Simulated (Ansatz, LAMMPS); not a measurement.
# Aqueous N(CH3)4+ and BF4-, 3.3 mol of salt per kg of water at 300 K (216 atoms): support functions against a reference

Wanted: errors and times of a linear-scaling basis for aqueous N(CH3)4+ and BF4-, 3.3 mol of salt per kg of water at 300 K (216 atoms). A setting counts as converged where the r.m.s. difference of forces stays under 1 % of the r.m.s. force.

Main program and level: Ansatz 0.2.0; Kohn-Sham DFT, PBE+D3(BJ), PAW (set soft_2), plane waves.

## (1) Set-up

The cell holds 216 atoms: 12 C, 3 N, 136 H, 3 B, 12 F and 50 O. Its edges and angles: a = 12.933 Å, b = 12.933 Å, c = 12.933 Å, α = 90.0°, β = 90.0°, γ = 90.0°. 50 H2O, 3 N(CH3)4+, 3 BF4- placed at random, at 1.06 g/cm³; overlaps pushed apart, then 10 ps at 420 K with stiff harmonic cages for PF6 and BF4 with UFF radii; MMFF94 bonds, angles, torsions, charges and radii (Halgren, J. Comput. Chem. 17, 490 (1996)) in harmonic and 12-6 forms; SPC/E water (Berendsen, Grigera and Straatsma, J. Phys. Chem. 91, 6269 (1987)); charges of ions scaled by 0.85. Snapshot after 20 ps at 300 K and fixed volume.

Limits known from the start: The network of contacts between molecules at the start is that of the classical potential that made the cell, and needn't be the one that DFT or experiment would give. The concentration wasn't checked against solubility and may exceed it. The density was typed from a rule of thumb and may lie off the real one at this temperature. Sampling is at Γ alone, for a cell whose shortest periodic width is 13 Å.

## (2) Making the structure

A classical potential makes the cell, at a small fraction of what the same run would cost in DFT.

This step: classical MD, stiff harmonic cages for PF6 and BF4 with UFF radii; MMFF94 bonds, angles, torsions, charges and radii (Halgren, J. Comput. Chem. 17, 490 (1996)) in harmonic and 12-6 forms; SPC/E water (Berendsen, Grigera and Straatsma, J. Phys. Chem. 91, 6269 (1987)); charges of ions scaled by 0.85 (LAMMPS 22 Jul 2025 - Update 4).

Input file in.lmp:

```
# aqueous N(CH3)4+ and BF4-, 3.3 mol of salt per kg of water
units real
atom_style full
boundary p p p
bond_style harmonic
angle_style harmonic
dihedral_style opls
improper_style harmonic
special_bonds lj 0 0 0.5 coul 0 0 0.75
read_data data.lmp
neigh_modify delay 0 every 1 check yes one 4000
comm_modify cutoff 12.0
timestep 0.5
thermo_style custom step time temp pe press density
thermo_modify norm yes
# push overlapping molecules apart
pair_style soft 2.6
pair_coeff * * 0.0
variable a equal ramp(1,60)
fix ad all adapt 1 pair soft a * * v_a
velocity all create 420 844556 mom yes dist gaussian
fix lim all nve/limit 0.03
fix lan all langevin 420 420 50 844557 zero yes
thermo 1000
run 3000 post no
unfix ad
pair_style lj/cut/coul/long 9.0
pair_modify mix arithmetic tail yes
pair_coeff 1 1 0.0678 3.3680   # C
pair_coeff 2 2 0.0721 3.3270   # N
pair_coeff 3 3 0.0216 2.5400   # H
pair_coeff 4 4 0.1800 3.6375   # B
pair_coeff 5 5 0.0500 2.9970   # F
pair_coeff 6 6 0.1553 3.1660   # O
# [... 20 lines left out ...]
compute msd all msd com yes
thermo 5000
fix md all nvt temp 300 300 100
run 20000 post no
print "== T300: mean square displacement over the hold $(c_msd[4]:%.2f) A^2"
unfix md
uncompute msd
write_dump all custom T300.dump id type xs ys zs modify sort id
```

Command:

```bash
$ lmp -in in.lmp -log none -nocite
```

Output:

```text
LAMMPS (22 Jul 2025 - Update 4)
Reading data file ...
  orthogonal box = (0 0 0) to (12.93338 12.93338 12.93338)
  216 atoms
  orthogonal box = (0 0 0) to (12.93338 12.93338 12.93338)
  178 bonds
  140 angles
  108 dihedrals
WARNING: Bond/angle/dihedral extent > half of periodic box length
   Step          Time           Temp          PotEng         Press         Density
         0   0              420            0.26083091     4466.1164      1.0619989
      1000   500            404.47155      1.1345981      39425.649      1.0619989
      2000   1000           407.73469      1.0665646      34189.901      1.0619989
[... 46 lines left out ...]
WARNING: Bond/angle/dihedral extent > half of periodic box length
   Step          Time           Temp          PotEng         Press         Density
[... 2 lines left out ...]
     25000   24000          245.5538      -3.5178653     -8.6016276      1.0619989
     30000   29000          299.23441     -3.5094775     -1651.0699      1.0619989
     35000   34000          302.99566     -3.594575      -1002.3051      1.0619989
     37000   36000          306.39564     -3.4470938      841.87162      1.0619989
WARNING: Bond/angle/dihedral extent > half of periodic box length
Loop time of 12.8252 s on 1 MPI rank(s) for 20000 steps with 216 atoms
== T300: mean square displacement over the hold 20.12 A^2
```

It took 25 s on 1 thread of Intel Xeon 6975P-C (Granite Rapids), shared host; peak memory 0.12 GiB.

The input also reads data.lmp (atoms, bonds and types; not printed here).

## (3) Plane-wave single point

The first run uses the default basis; a harder plane-wave run follows as the reference for the support functions.

Input file input.yaml:

```yaml
crystal:
  lattice:
    - [12.93338, 0.0, 0.0]
    - [0.0, 12.93338, 0.0]
    - [0.0, 0.0, 12.93338]
  atoms:
    - { symbol: C, position: [0.41702, 0.171, 0.85911] }
    - { symbol: "N", position: [0.43769, 0.20628, 0.74985] }
    - { symbol: C, position: [0.37141, 0.15606, 0.67037] }
    - { symbol: C, position: [0.41258, 0.31907, 0.73992] }
    - { symbol: C, position: [0.55024, 0.19508, 0.72766] }
    - { symbol: H, position: [0.46377, 0.21176, 0.91682] }
    - { symbol: H, position: [0.43128, 0.08461, 0.86692] }
    - { symbol: H, position: [0.33772, 0.18648, 0.87302] }
    - { symbol: H, position: [0.38631, 0.1793, 0.59774] }
    - { symbol: H, position: [0.37632, 0.06902, 0.673] }
    - { symbol: H, position: [0.29142, 0.17812, 0.67993] }
    - { symbol: H, position: [0.47587, 0.35859, 0.78708] }
    - { symbol: H, position: [0.40587, 0.34126, 0.65865] }
    - { symbol: H, position: [0.33861, 0.33417, 0.76995] }
    - { symbol: H, position: [0.59912, 0.23437, 0.7871] }
    - { symbol: H, position: [0.56574, 0.2205, 0.64479] }
    - { symbol: H, position: [0.56044, 0.1098, 0.73032] }
    - { symbol: C, position: [0.79711, 0.40264, 0.67556] }
    - { symbol: "N", position: [0.86325, 0.46529, 0.60674] }
    - { symbol: C, position: [0.96948, 0.44344, 0.64343] }
    - { symbol: C, position: [0.86066, 0.43204, 0.49671] }
    - { symbol: C, position: [0.83232, 0.5735, 0.61916] }
    - { symbol: H, position: [0.8112, 0.32134, 0.65882] }
    - { symbol: H, position: [0.72039, 0.40929, 0.64435] }
    - { symbol: H, position: [0.80083, 0.4322, 0.75466] }
    - { symbol: H, position: [0.9972, 0.36873, 0.60919] }
    - { symbol: H, position: [0.01342, 0.5184, 0.62344] }
    - { symbol: H, position: [0.97344, 0.44017, 0.72757] }
    - { symbol: H, position: [0.86688, 0.34342, 0.49228] }
    - { symbol: H, position: [0.7924, 0.45524, 0.45837] }
    - { symbol: H, position: [0.92984, 0.46557, 0.46654] }
    - { symbol: H, position: [0.88223, 0.62092, 0.56932] }
    [... 178 atom lines left out ...]
    - { symbol: O, position: [0.64092, 0.95407, 0.92743] }
    - { symbol: H, position: [0.59015, 0.98602, 0.97622] }
    - { symbol: H, position: [0.60287, 0.91873, 0.87014] }
    - { symbol: O, position: [0.79706, 0.05026, 0.69569] }
    - { symbol: H, position: [0.80118, 0.98469, 0.65493] }
    - { symbol: H, position: [0.85391, 0.09786, 0.67376] }
kpoints:
  mp_grid: { grid: [1, 1, 1] }
hamiltonian:
  xc: pbe
  dispersion: d3bj
scf:
  occupations: { method: fixed }
output:
  forces: true
  stress: true
  populations: intrinsic
  dos:
    method: { smearing: { sigma: 0.08 } }
    de: 0.1
    projected: { site_lists: { B: [B], C: [C], F: [F], H: [H], "N": ["N"] } }
  eigenvalues: true
  write_density: true
  write_potential: true
  volumetric_format: npy
  elf: true
```

Command:

```bash
$ ansatz run input.yaml --threads 8 --pin off --max-ram 15872MiB --backend cpu --events-out ev --progress --plain --runs-dir out
```

Output:

```text
Engine: ansatz 0.2.0, x86_64-unknown-linux-gnu
Pseudopotentials: kind: paw
Pseudopotential: C, paw, valence charge 4, recommended cutoff 420 eV (normal), C.paw.azcp
Pseudopotential: N, paw, valence charge 5, recommended cutoff 420 eV (normal), N.paw.azcp
Pseudopotential: H, paw, valence charge 1, recommended cutoff 420 eV (normal), H.paw.azcp
Pseudopotential: B, paw, valence charge 3, recommended cutoff 420 eV (normal), B.paw.azcp
Pseudopotential: F, paw, valence charge 7, recommended cutoff 420 eV (normal), F.paw.azcp
Pseudopotential: O, paw, valence charge 6, recommended cutoff 420 eV (normal), O.paw.azcp
[... 5 lines on functional and potentials left out ...]
Crystal: 216 atoms, lattice volume = 2163.396 Å³
Basis set: ecut = 420 eV, 42379 PW (Γ), exchange–correlation on 180×180×180 points (8 copies of the dense FFT grid, shifted against one another)
Bands: 512, of which v1, the nominal top of the filled ones, is band 296 counted from 1 (295 counted from 0)
Symmetry: 1 space group operations
Space group: P1 (ITA 1), of the structure as read, at distance tolerance 1.3e-4 Å
k-points: 1
[... 13 lines on functional and potentials left out ...]
Initial density: superposition of atomic densities (neutral atoms: chi_scale 0, normalization atom), corrected by the library's trained network
Initial wavefunctions: pseudopotential atomic-orbital guess
Functional: x = pbe(κ = 0.804, μ = 0.219515), c = pbe(β = 0.066725)
SCF iter   1: F=—  HF=-44905.568054 eV  |F-HF|=—  |Δ(HF+E_count)|=         —  Δρ=3.81e-3  dr2=3.21e-1  ethr=1.77e-3  ⟨swp⟩=5.0  Hψ=1755  notcnv=0  defer=214
preconditioner: auto → Resta (q_TF=auto, 2.198 Å⁻¹)  ε∞=2.2  [insulator: Δε(μ)=4.300 eV  Ē_g=17.181 eV  n_scr=388 (ndim 8)  ℏωp=19.1 eV  f_vac=0.262  ε∞_Penn≈2.2]
SCF iter   2: F=—  HF=-44905.472251 eV  |F-HF|=—  |Δ(HF+E_count)|=   9.58e-2  Δρ=1.59e-3  dr2=5.78e-2  ethr=5.43e-5  ⟨swp⟩=2.0  Hψ=875  notcnv=0  defer=214
SCF iter   3: F=—  HF=-44905.449186 eV  |F-HF|=—  |Δ(HF+E_count)|=   2.31e-2  Δρ=6.75e-4  dr2=1.45e-2  ethr=9.77e-6  ⟨swp⟩=3.0  Hψ=590  notcnv=0  defer=214
SCF iter   4: F=—  HF=-44905.446056 eV  |F-HF|=—  |Δ(HF+E_count)|=   3.13e-3  Δρ=2.19e-4  dr2=1.22e-3  ethr=2.45e-6  ⟨swp⟩=3.0  Hψ=590  notcnv=0  defer=214
SCF iter   5: F=—  HF=-44905.445956 eV  |F-HF|=—  |Δ(HF+E_count)|=   1.00e-4  Δρ=1.05e-4  dr2=2.10e-4  ethr=2.06e-7  ⟨swp⟩=2.0  Hψ=585  notcnv=0  defer=214
SCF iter   6: F=—  HF=-44905.445967 eV  |F-HF|=—  |Δ(HF+E_count)|=   1.09e-5  Δρ=3.77e-5  dr2=2.61e-5  ethr=3.54e-8  ⟨swp⟩=2.0  Hψ=587  notcnv=0  defer=211
SCF iter   7: F=—  HF=-44905.446665 eV  |F-HF|=—  |Δ(HF+E_count)|=   6.98e-4  Δρ=1.06e-5  dr2=2.00e-6  ethr=4.41e-9  ⟨swp⟩=2.0  Hψ=796  notcnv=0  defer=210
SCF iter   8: F=—  HF=-44905.446666 eV  |F-HF|=—  |Δ(HF+E_count)|=   1.22e-6  Δρ=4.15e-6  dr2=3.08e-7  ethr=3.37e-10  ⟨swp⟩=2.0  Hψ=585  notcnv=0  defer=210
SCF iter   9: F=-44905.446666 eV  HF=-44905.446666 eV  |F-HF|=1.58e-8  |Δ(HF+E_count)|=   4.51e-8  Δρ=1.75e-6  dr2=5.23e-8  ethr=1.69e-11  ⟨swp⟩=21.0  Hψ=4938  notcnv=0
SCF 1 converged in 9 iterations: F = -44905.446666 eV  dr2 = 5.23e-8
  greatest PAW one-centre occupation: 0.931 electrons in one spin orbital (limit 2), on the F atom at site 53 (counted from 0), in its partial waves of l = 0
WARN: The input density's exchange-correlation potential varies sharply where the density is thin. Do not read a vacuum level from v_tot or v_xc, or from such a field of the output density. On a cell that repeats whose density bears no net charge and no dipole along the vacuum's axis use v_es (v_loc + v_h of the components); [...]
SCF converged after 9 iterations
Free energy (F): -44905.446666 eV
Harris-Foulkes:  -44905.446666 eV  (|F-HF|=1.58e-8)
Internal energy: -44905.446666 eV  (E = F + TS)
E sigma→0 (E₀):  -44905.446666 eV
Fermi energy:    -1.706061 eV
--- Per-component energies (eV) ---
  E_band       = -5597.824139
  E_kinetic    = 14714.530118
  E_local      = -49441.484157  (includes V_loc(G=0)·N_el)
  E_nonlocal   = 4012.272717
  E_hartree    = 18231.620134
  E_xc         = -6667.476326
  E_vxc        = -8494.201773  (∫ρ·V_xc dr)
  E_paw        = -12224.019452  (= ΣΔE_a)
  E_vpaw       = -2852.154113  (= ΣTr[D̂ρ^β])
  E_aug_tail   = -0.015237  (compensation charges beyond the density's cutoff)
  E_ewald      = -13522.855248
  E_disp       = -8.019214  (pairwise vdW)
  E_smearing   = -0.000000  (= −TS)
  E_closure    = 0.000000  (closes the sum)
  Σ components = -44905.446666   (vs F -44905.446666, Δ=0.00e0)
--- Forces (eV/Å), atoms counted from 1 ---
  atom   1  C      0.58971950    -1.61476818    -0.30109093
  atom   2  N      0.00163107     1.23764783    -0.07912690
  atom   3  C     -0.95885957    -3.15621986     3.01931343
  atom   4  C      1.92296967     0.42776603     0.74821226
  atom   5  C      0.35066965    -1.30425291    -1.13439069
  atom   6  H      0.15780055     0.29658969    -0.39427609
  atom   7  H     -0.19024569     1.15503434    -0.37712106
  atom   8  H     -1.20578848     0.10092215     0.34509540
  atom   9  H      1.49068195     1.23997793    -3.33292907
  atom  10  H      0.14271861     0.97815900     0.15660932
  atom  11  H     -0.50612546     0.10543988     0.66390391
  atom  12  H     -1.25603055    -0.10375780    -1.02291752
  atom  13  H      0.73660781     0.04031197    -0.06028909
  atom  14  H     -1.30038684     0.13390427     1.04776006
[...]
atom 215  H      0.52541337     1.19645931     0.63403860
  atom 216  H     -0.22821942    -0.71540830    -0.20580003
  max |Σ_I F_I| component: 5.09e-5 eV/Å
--- Stress (GPa, compression-positive) ---
       -0.290582       0.012091      -0.748410
        0.012091      -2.855763      -0.124152
       -0.748410      -0.124150      -1.093848
  P = ⅓ Tr σ = -1.4134 GPa (-14.134 kbar)
--- Band table (eV) ---
  k-point 0: bands = ["-26.6677", "-26.3304", "-25.9384", "-25.5908", [... 496 levels ...], "11.3294", "11.3346", "11.3489", "11.3797", "11.3976", "11.4590", "11.4844", "11.5027", "11.5163", "11.5591", "11.5644", "11.5908"]
--- intrinsic populations: 216 sites ---
  site symbol       q [e]
     0      C      4.4304
     1      N      4.8829
     2      C      4.4608
[...]
215      H      0.6174
  spilling = -0.000000 (of n_electrons = 592.000000)
```

Elapsed: 11 s, on 8 threads of Intel Xeon 6975P-C (Granite Rapids), shared host; peak memory 3.3 GiB.

The column dr2 measures how far the density is from self-consistency, as an energy; F and HF (Harris–Foulkes) agree once it is small.

The program notes that the exchange-correlation potential is rough where the density is thin.

Numbers from this run:

```yaml
free_energy: -44905.4467 eV
free_energy_per_atom: -207.8956 eV/atom
scf_cycles: 9
pressure: -1.413 GPa
r_m_s_force_component: 0.7176 eV/Å
longest_force: 4.472 eV/Å
fermi_energy: -1.706 eV
spacing_of_highest_filled_and_lowest_empty_level: 4.092 eV
```

The r.m.s. force component of 0.72 eV/Å sets the scale for the differences below.

## (4) Plane waves at 750 eV (750 eV)

The grid of the support functions holds more waves than the default cutoff, so they are judged against a harder plane-wave run.

input.yaml, the sections that differ from step 3:

```yaml
output:
  forces: true
  eigenvalues: true
basis:
  ecutwfc: "750 eV"
# crystal, kpoints, hamiltonian, scf: as in step 3
```

Output:

```text
[...]
Crystal: 216 atoms, lattice volume = 2163.396 Å³
Basis set: ecut = 750 eV, 100929 PW (Γ), exchange–correlation on 240×240×240 points (8 copies of the dense FFT grid, shifted against one another)
Bands: 512, of which v1, the nominal top of the filled ones, is band 296 counted from 1 (295 counted from 0)
Symmetry: 1 space group operations
[...]
k-points: 1
[...]
SCF iter   1: F=—  HF=-44906.552550 eV  |F-HF|=—  |Δ(HF+E_count)|=         —  Δρ=4.00e-3  dr2=3.26e-1  ethr=1.77e-3  ⟨swp⟩=5.0  Hψ=1760  notcnv=0  defer=214
[...]
SCF iter   3: F=—  HF=-44906.435929 eV  |F-HF|=—  |Δ(HF+E_count)|=   2.24e-2  Δρ=7.09e-4  dr2=1.46e-2  ethr=9.89e-6  ⟨swp⟩=3.0  Hψ=591  notcnv=0  defer=45
automatic band count: iteration 3 solves 343 bands in place of 512: the levels show a gap, and the empty bands left out lie too high to hold charge; the band table lists the bands solved (type scf.n_extra_bands for more)
SCF iter   4: F=—  HF=-44906.432983 eV  |F-HF|=—  |Δ(HF+E_count)|=   2.95e-3  Δρ=2.19e-4  dr2=1.20e-3  ethr=2.46e-6  ⟨swp⟩=3.0  Hψ=590  notcnv=0  defer=45
[...]
SCF iter   9: F=-44906.432837 eV  HF=-44906.432837 eV  |F-HF|=2.76e-8  |Δ(HF+E_count)|=   7.44e-8  Δρ=1.90e-6  dr2=5.89e-8  ethr=1.69e-11  ⟨swp⟩=15.0  Hψ=1742  notcnv=0
SCF 1 converged in 9 iterations: F = -44906.432837 eV  dr2 = 5.89e-8
[...]
SCF converged after 9 iterations
Free energy (F): -44906.432837 eV
[...]
Internal energy: -44906.432837 eV  (E = F + TS)
E sigma→0 (E₀):  -44906.432837 eV
Fermi energy:    -1.706787 eV
[...]
Σ components = -44906.432837   (vs F -44906.432837, Δ=0.00e0)
--- Forces (eV/Å), atoms counted from 1 ---
  atom   1  C      0.58669973    -1.61656754    -0.29276513
  atom   2  N      0.00231087     1.23698574    -0.07849384
  atom   3  C     -0.96536688    -3.15984153     3.01163972
  atom   4  C      1.91897809     0.43650379     0.74713199
[...]
atom 216  H     -0.24081517    -0.72685833    -0.20218142
  max |Σ_I F_I| component: 3.12e-5 eV/Å
--- Band table (eV) ---
[...]
```

Wall time 12 s (8 threads); peak memory 6.7 GiB; 90 s of CPU time.

Forces differ from the reference by 9.0 meV/Å r.m.s., 1.3 % of their size, over a tolerance of 1 %; the energy by -4.6 meV/atom. This is the tighter run, so the reference isn't converged in this setting (nor is this run shown to be).

## (5) Support functions medium

The cell is solved in localised support functions. Besides, the program derives a nominal cutoff of 631 eV for this run, against the reference's 750.

This step: Kohn-Sham DFT, PBE+D3(BJ), PAW (set soft_2), localised support functions (medium) (Ansatz 0.2.0).

input.yaml, the sections that differ from step 4:

```yaml
scf:
  occupations: { method: fixed }
  eigensolver: { kind: { support_functions: { accuracy: medium } } }
  max_iter: 150
# crystal, kpoints, hamiltonian, output: as in step 4
# basis: removed
```

Output:

```text
Warning: scf.eigensolver.kind.support_functions: disabling space-group detection — the functions' gradient is summed over unrotated k-points, so no spatial operation reduces the k-mesh or symmetrises the density; time reversal is kept, so that k and −k are solved as one point where they differ and the mesh holds both, and exact exchange and, on two spinor components, a DFT+U term hold to it where the run has them: [...]
Warning: basis.ecutwfc = 631 eV, auto-derived: no grid that the accuracy of the support functions lays serves the files at the lower one that their records recommend; a deck with other species or settings can derive another value
settings of this run that can trade accuracy for cost: scf.eigensolver.kind.support_functions [...]
[...]
Crystal: 216 atoms, lattice volume = 2163.396 Å³
Basis set: ecut = 631 eV, 78013 PW (Γ), exchange–correlation on 216×216×216 points (8 copies of the dense FFT grid, shifted against one another)
Bands: 356, of which v1, the nominal top of the filled ones, is band 296 counted from 1 (295 counted from 0)
Symmetry: 1 space group operations
k-points: 1
[...]
SCF iter   1: F=—  HF=-44914.286602 eV  |F-HF|=—  |Δ(HF+E_count)|=         —  Δρ=1.01e-1  dr2=1.88e2  ethr=1.00e-1
[...]
SCF iter  11: F=—  HF=-44906.560163 eV  |F-HF|=—  |Δ(HF+E_count)|=   3.39e-3  Δρ=2.79e-5  dr2=2.00e-5  ethr=1.61e-8  κ⁻¹=2.5e-6(r=7)
SCF iter  12: F=-44906.562725 eV  HF=-44906.562727 eV  |F-HF|=2.15e-6  |Δ(HF+E_count)|=   2.56e-3  Δρ=1.11e-5  dr2=3.94e-6  ethr=3.38e-9
SCF 1 converged in 12 iterations: F = -44906.587883 eV  dr2 = 3.94e-6
[...]
SCF converged after 12 iterations
Stability not checked: this state was not tested for a lower state beside it, because the mixer in use, unlike msr1, does not test its closes by its own steps (another_mixer; see scf.mixing.algorithm and scf.lower_state_search)
Free energy (F): -44906.587883 eV
[...]
Internal energy: -44906.587883 eV  (E = F + TS)
E sigma→0 (E₀):  -44906.587883 eV
Fermi energy:    -1.707152 eV
[...]
Σ components = -44906.587883   (vs F -44906.587883, Δ=0.00e0)
--- Forces (eV/Å), atoms counted from 1 ---
  atom   1  C      0.58658011    -1.61726558    -0.29209952
  atom   2  N      0.00268442     1.23747727    -0.07831946
  atom   3  C     -0.96616145    -3.15992871     3.01095196
  atom   4  C      1.91877316     0.43708969     0.74716695
[...]
atom 216  H     -0.24314630    -0.72926158    -0.20113853
  max |Σ_I F_I| component: 7.62e-3 eV/Å
--- Band table (eV) ---
[...]
```

Elapsed: 48 s, on 8 threads; peak memory 5.4 GiB.

The program notes that the band table was not solved further than the SCF left it and it switched symmetry off.

Keys that differ from the reference: basis.ecutwfc removed, support_functions.accuracy = "medium" and scf.max_iter = 150.

Forces differ from the reference by 1.6 meV/Å r.m.s., 0.23 % of their size, well within a tolerance of 1 %; the energy by -0.72 meV/atom. It took 3.9 times the reference's time (shared host, so rough).

[end of part 1 of 3]

[Long decimals in the printed logs are rounded to 6 places.]

[Logs are printed without paths, hosts, clocks, repeated set-up lines and the standing remarks that a program may print on its own settings, such as how far it seeks lower states.]

[Hosts, paths, dates, database ids (printed as entryN), source tags and the programs' standing remarks are cut or masked in the printed files.]

[The MMFF94 radii named for the starting cell were scaled by 0.96; in molecules described by MMFF94, hydrogen bound to N, O or S took a small fixed 12-6 site in their place.]
